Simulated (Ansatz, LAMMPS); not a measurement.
# Liquid dimethyl carbonate at 320 K (252 atoms): support functions against a reference, part 2 of 2

Wanted: errors and times of a linear-scaling basis for liquid dimethyl carbonate at 320 K (252 atoms). A setting counts as converged where the r.m.s. difference of forces stays under 1 % of the r.m.s. force.

Ansatz 0.2.0; Kohn-Sham DFT, r2SCAN+D4, PAW (set soft_2), plane waves.

The cell: 63 C, 63 O and 126 H. The network of contacts between molecules at the start is that of the classical potential that made the cell. The density was typed from a rule of thumb and may lie off the real one at this temperature. Only the Γ point is sampled, in a cell whose shortest periodic width is 14 Å.

So far: The structure; How the cell was made; Plane-wave single point.

**3. Plane-wave single point (continued)**

Valence density in the ac plane at fractional y = 0.174, with atoms of O and H and C within 0.2 Å of it. It is the smooth field of the valence electrons, not physical close to the nuclei.

Values in e/Å³, 13 rows by 16 columns, each cell a mean:
```
0.1 0.1 0.0 0.0 0.0 0.0 0.1 0.0 0.0 0.0 0.0 0.0 0.0 0.0 0.0 0.0
0.3 0.1 0.0 0.0 0.0 0.1 0.1 0.0 0.1 0.1 0.0 0.1 0.1 0.0 0.0 0.0
0.7 0.9 0.1 0.0 0.1 0.6 0.6 0.0 0.0 0.0 0.1 1.4 3.0 0.2 0.0 0.1
0.3 0.5 0.2 0.0 0.3 0.7 0.5 0.1 0.0 0.0 0.2 1.0 1.0 0.1 0.0 0.1
0.1 2.0 2.1 0.1 0.1 0.1 0.1 0.0 0.0 0.0 0.3 0.6 0.1 0.0 0.0 0.0
0.0 0.9 1.0 0.1 0.3 0.6 0.0 0.0 0.0 0.0 0.0 0.0 0.0 0.0 0.0 0.0
0.0 0.0 0.0 0.0 0.2 0.3 0.1 0.1 0.0 0.0 0.0 0.0 0.0 0.0 0.1 0.1
0.1 0.1 0.0 0.0 0.1 0.5 1.8 0.7 0.6 0.2 0.0 0.0 0.1 0.9 0.9 0.3
1.0 0.5 0.2 0.4 0.0 1.0 3.0 0.4 1.1 1.3 0.6 0.0 0.1 0.6 2.0 2.0
1.3 1.8 1.3 0.9 0.0 0.0 0.1 0.1 1.1 0.6 0.2 0.1 0.0 0.0 1.2 1.5
0.4 0.9 0.8 0.5 0.0 0.1 0.2 0.0 0.1 0.1 1.3 1.8 0.6 0.1 0.0 0.0
0.0 0.0 0.0 0.0 0.0 0.2 1.0 0.6 0.1 0.0 0.7 1.4 1.2 0.8 0.1 0.0
0.5 0.3 0.0 0.1 0.0 0.3 1.0 0.5 0.1 0.0 0.0 0.0 0.1 0.2 0.0 0.0
```
Columns run along a (14.3 Å), rows up along c (14.3 Å). Atoms in or near the plane, at fractional coordinates: O at (0.75, 0.78), H at (0.68, 0.65), O at (0.11, 0.62), C at (0.75, 0.13), H at (0.04, 0.02), C at (0.16, 0.23), C at (0.02, 0.30), O at (0.93, 0.30), H at (0.19, 0.30), H at (0.82, 0.38), C at (0.55, 0.32), O at (0.38, 0.36), H at (0.63, 0.32), H at (0.53, 0.25) and more.

Mean Löwdin charges: C +0.11, H +0.20, O -0.34 e (they miss 1.4 % of the electrons, so they add up to more than the cell's charge). The largest share in the top eV of filled states is O p (84 % of the projected weight), and in the lowest eV of empty states C p (47 % of the projected weight).

**4. Distances and neighbours**

Bonds and neighbours are counted at the geometry of the runs.

Density 1.07 g/cm³, 11.65 Å³ an atom.

g(r), total and by pair (bins of 0.2 Å):

```csv
r (Å),total,H-H,H-C,H-O,C-C,C-O,O-O
1.00,2.25,0.00,9.00,0.00,0.00,0.00,0.00
1.20,2.12,0.00,6.45,0.00,0.00,4.07,0.00
1.40,1.60,0.00,0.00,0.00,0.00,12.80,0.00
1.60,0.20,0.80,0.00,0.00,0.00,0.00,0.00
1.80,1.20,4.77,0.00,0.04,0.00,0.00,0.00
2.00,0.87,0.35,0.00,3.13,0.00,0.00,0.00
2.20,0.86,0.28,0.00,1.55,1.96,0.00,4.48
2.40,0.83,0.67,0.55,0.74,2.68,0.00,2.71
2.60,0.83,0.41,0.89,1.23,0.00,1.59,0.00
2.80,0.59,0.64,0.60,0.92,0.00,0.26,0.22
3.00,0.67,0.83,0.76,0.90,0.00,0.36,0.00
3.20,0.82,0.80,1.31,0.76,0.06,0.62,0.34
3.40,0.79,0.62,1.06,0.75,0.05,1.18,0.45
3.60,0.92,0.74,0.92,1.18,0.81,1.06,0.46
3.80,1.10,0.95,1.10,1.35,1.39,0.80,0.94
4.00,1.11,1.22,1.17,1.14,1.41,0.84,0.66
4.20,1.10,1.14,1.02,1.26,1.40,0.88,0.87
4.40,0.98,0.98,0.88,1.09,1.28,0.96,0.73
4.60,1.16,1.17,1.21,0.96,1.64,1.07,1.48
4.80,1.10,1.11,1.27,0.95,1.13,1.08,1.16
5.00,1.12,1.07,1.23,1.04,1.11,1.14,1.19
5.20,0.94,0.87,1.00,0.90,0.96,0.96,1.00
5.40,1.11,1.10,1.25,1.02,0.87,1.18,1.11
5.60,1.06,1.22,0.98,0.99,1.07,1.09,0.85
5.80,0.94,0.98,0.91,0.96,0.80,0.91,1.14
6.00,0.98,0.97,0.86,0.94,0.98,1.23,1.07
6.20,0.98,1.04,0.83,0.96,1.21,1.03,1.04
6.40,0.95,1.01,0.95,0.95,0.95,0.87,0.95
```

Bonds by pair of elements; cutoffs follow the first minimum of g(r), held within bounds set by covalent radii, and pairs that aren't listed don't count as bonded:

```csv
pair A-B,cutoff (Å),bonds,mean length (Å),spread (Å),shortest (Å),B about A,A about B
H-C,1.34,126,1.09,0.029,1.03,1,2
C-O,1.73,105,1.36,0.075,1.19,1.67,1.67
```

How many atoms have how many bonded neighbours:

```csv
element,mean,1,2,3,4
C,3.67,0,0,21,42
H,1,126,0,0,0
O,1.67,21,42,0,0
```

Bond angles, per cent of each kind in bins of 5°:

```csv
angle (°),H-C-O,H-C-H,O-C-O,C-O-C
95–100,1.6,4.0,0.0,0.0
100–105,13.5,17.5,1.6,0.0
105–110,37.3,32.5,20.6,23.8
110–115,38.1,34.9,11.1,64.3
115–120,7.9,11.1,0.0,11.9
120–125,1.6,0.0,30.2,0.0
125–130,0.0,0.0,33.3,0.0
130–135,0.0,0.0,3.2,0.0
```

Bond angles (no mean is given where the spread exceeds 20°):

```csv
angle,count,mean (°),spread (°)
H-C-O,126,110,4.4
H-C-H,126,109,4.8
O-C-O,63,120,8.2
C-O-C,42,112,2.7
```

Bond length by coordination (bonds to H left out):

```csv
element,coordination,atoms,mean bond length (Å)
C,3,21,1.32
C,4,42,1.42
O,1,21,1.23
O,2,42,1.39
```

With the cutoffs above, 67 % of C atoms have 4, all H atoms have 1 and 67 % of O atoms have 2 bonded neighbours. The H-C-O angle averages 110° with a spread of 4°. Bonds at O atoms with 1 neighbour average 1.23 Å, against 1.39 Å at those with 2.

The surroundings of O40, which bears the longest force, nearest first, numbered as they follow in the input and with coordinates relative to it.

```csv
atom,x,y,z,distance (Å),bonds,Löwdin charge (e),Fx,Fy,Fz (eV/Å)
O40,0.00,0.00,0.00,0.00,1,-0.48,-0.70,-3.54,2.59
C39,-0.14,-0.99,0.79,1.27,3,0.72,1.21,2.89,-0.84
O41,-0.50,-0.90,2.10,2.34,2,-0.28,0.00,-0.68,-0.76
O38,0.22,-2.27,0.56,2.35,2,-0.27,-0.94,1.42,0.77
H47,-0.14,1.09,2.37,2.61,1,0.20,-0.11,0.29,0.16
C37,0.84,-2.45,-0.68,2.68,4,-0.21,1.99,-0.71,-1.30
H48,-1.81,0.62,1.88,2.68,1,0.20,0.18,0.45,0.18
C42,-0.96,0.40,2.53,2.74,4,-0.20,-0.69,0.26,-1.02
H44,1.82,-1.90,-0.77,2.74,1,0.18,-1.18,-0.10,0.08
H43,0.19,-2.31,-1.53,2.78,1,0.22,-0.27,0.63,-0.09
```

The column of bonds counts only the pairs H-C within 1.34 Å, C-O within 1.73 Å; other neighbours, such as metal atoms beside each other in a compound, aren't counted, and periodic images can show an atom twice.

**5. Support functions medium**

With localised support functions most steps grow linearly with size, though the diagonalisation grows faster unless the density matrix is cut; this run measures error and cost at this size.

This step: Kohn-Sham DFT, r2SCAN+D4, PAW (set soft_2), localised support functions (medium) (Ansatz 0.2.0).

File input.yaml:

```yaml
crystal:
  lattice:
    - [14.31862, 0.0, 0.0]
    - [0.0, 14.31862, 0.0]
    - [0.0, 0.0, 14.31862]
  atoms:
    [... the 252 atom lines of step 3 ...]
kpoints:
  mp_grid: { grid: [1, 1, 1] }
hamiltonian:
  xc: r2scan
  dispersion: d4
scf:
  occupations: { method: fixed }
  eigensolver: { kind: { support_functions: { accuracy: medium } } }
  mixing: { beta: 0.4 }
  max_iter: 150
output:
  forces: true
  eigenvalues: true
```

The run is started by

```
$ ansatz run input.yaml --threads 8 --pin off --max-ram 15872MiB --backend cpu --events-out ev --progress --plain --runs-dir out
```

Log:

```text
Warning: scf.eigensolver.kind.support_functions: disabling space-group detection — the functions' gradient is summed over unrotated k-points, so no spatial operation reduces the k-mesh or symmetrises the density; time reversal is kept, so that k and −k are solved as one point where they differ and the mesh holds both, and exact exchange and, on two spinor components, a DFT+U term hold to it where the run has them: [...]
settings of this run that can trade accuracy for cost: scf.eigensolver.kind.support_functions [...]
[...]
Crystal: 252 atoms, lattice volume = 2935.645 Å³
Basis set: ecut = 500 eV, 74509 PW (Γ), exchange–correlation on 384×384×384 points (27 copies of the dense FFT grid, shifted against one another)
Bands: 454, of which v1, the nominal top of the filled ones, is band 378 counted from 1 (377 counted from 0)
Symmetry: 1 space group operations
k-points: 1
[...]
SCF iter   1: F=—  HF=-53705.183145 eV  |F-HF|=—  |Δ(HF+E_count)|=         —  Δρ=1.08e-1  dr2=3.38e2  dr2_τ=3.68e1  ethr=1.00e-1
[...]
SCF iter  15: F=-53656.016764 eV  HF=-53656.016754 eV  |F-HF|=1.01e-5  |Δ(HF+E_count)|=   1.25e-7  Δρ=8.18e-6  dr2=3.90e-6  dr2_τ=4.48e-8  ethr=1.25e-9
SCF 1 converged in 15 iterations: F = -53656.026049 eV  dr2 = 3.90e-6
[...]
SCF converged after 15 iterations
Stability not checked: this state was not tested for a lower state beside it, because the mixer in use, unlike msr1, does not test its closes by its own steps (another_mixer; see scf.mixing.algorithm and scf.lower_state_search)
Free energy (F): -53656.026049 eV
[...]
Internal energy: -53656.026049 eV  (E = F + TS)
E sigma→0 (E₀):  -53656.026049 eV
Fermi energy:    -2.196832 eV
[...]
--- Forces (eV/Å), atoms counted from 1 ---
  atom   1  C      0.77526042    -1.47647512     0.61382835
  atom   2  O     -1.20806483    -0.29064545     1.14543960
  atom   3  C     -0.14160919     0.41643433    -0.44789840
  atom   4  O      0.11367752    -0.07618206     0.96132753
  atom   5  O      1.34355964    -0.21595009    -0.22689106
  atom   6  C     -1.92503634     2.11139000     2.17088726
  atom   7  H     -0.68190384    -0.16974144    -1.53538341
  atom   8  H      0.66011984     0.23678528    -0.17022968
  atom   9  H     -0.30922316     1.36889568    -0.03020981
  atom  10  H      0.24509852    -0.37849291    -0.95912918
  atom  11  H      0.78244490    -0.51260359    -0.57499647
  atom  12  H      0.32345621    -1.01672189    -0.77754471
  atom  13  C      1.84746872    -1.48409225    -0.86402361
  atom  14  O     -0.37206136     1.78596450     0.07928033
[...]
atom 251  H     -0.63317908    -0.36850873     0.07490970
  atom 252  H     -0.78625725    -0.67878636     0.69354311
  max |Σ_I F_I| component: 2.20e-3 eV/Å
--- Band table (eV) ---
[...]
```

Run time: 9.8 min. Hardware: 8 threads of Arm Neoverse N1, shared host; peak memory 12 GiB.

The program notes that the band table was not solved further than the SCF left it and it switched symmetry off.

Keys that differ from the reference: support_functions.accuracy = "medium", scf.max_iter = 150 and scf.mixing.beta = 0.4.

Forces differ from the reference by 3.1 meV/Å r.m.s., 0.32 % of their size, within a tolerance of 1 %; the energy by -3.1 meV/atom. It took 9.8 min and 15 cycles; the reference's time can't be set against it, since the two runs asked for unlike analyses.

**6. Cost against change**

Each row is set against the plane-wave reference (Kohn-Sham DFT, r2SCAN+D4, PAW (set soft_2), plane waves; r.m.s. force component 0.974 eV/Å). Energies are set beside the reference only for runs with its functional, potentials and electron count. Times are for 8 threads of Arm Neoverse N1, shared host. The reference's time includes the DOS, the stress and grids, which some other runs skip.

```csv
run,"Δ force, r.m.s. (meV/Å)",share of r.m.s. force (%),Δ energy (meV/atom),Δ gap (eV),cycles,time,host memory (GiB)
reference,-,-,-,-,11,3 min,8.9
support functions medium,3.12,0.320,-3.10,-2.0e-4,15,9.8 min,12
```

**7. Results**

| Property | Result |
| --- | --- |
| free energy per atom | -212.9176 eV/atom |
| pressure | -1.597 GPa |
| r.m.s. force component | 0.9744 eV/Å |
| gap (highest filled to lowest empty level) | 5.675 eV |
| wall time of the 2 DFT runs | 13 min |

In words: Against plane waves at 500 eV, the forces differ by 3.1 meV/Å (0.32 %) with support functions medium. At 252 atoms the run with support functions medium takes roughly 3.3 times the time of plane waves (whose run also made extra analyses, so the like-for-like ratio is larger), in 15 SCF cycles against 11. Differences between support functions and plane waves include what basis error the plane-wave run still has.

The highest filled and lowest empty levels differ by 5.67 eV (at Γ alone); a semilocal functional tends to put such gaps too low. In a disordered cell it changes from sample to sample and from frame to frame. With the cutoffs above, 67 % of C atoms have 4, all H atoms have 1 and 67 % of O atoms have 2 bonded neighbours.

Caveats: The force components of 0.97 eV/Å r.m.s. reflect the temperature of the frame as well as the gap between the generating potential and DFT, above all in bond lengths inside molecules. The pressure of -1.6 GPa is that of one thermal frame, in which the classical model's bond lengths enter as well as the volume, without the kinetic term and with the strain of bonds inside molecules.

[Logs are printed without paths, hosts, clocks, repeated set-up lines and the standing remarks that a program may print on its own settings, such as how far it seeks lower states.]

[Hosts, paths, dates, database ids (printed as entryN), source tags and the programs' standing remarks are cut or masked in the printed files.]
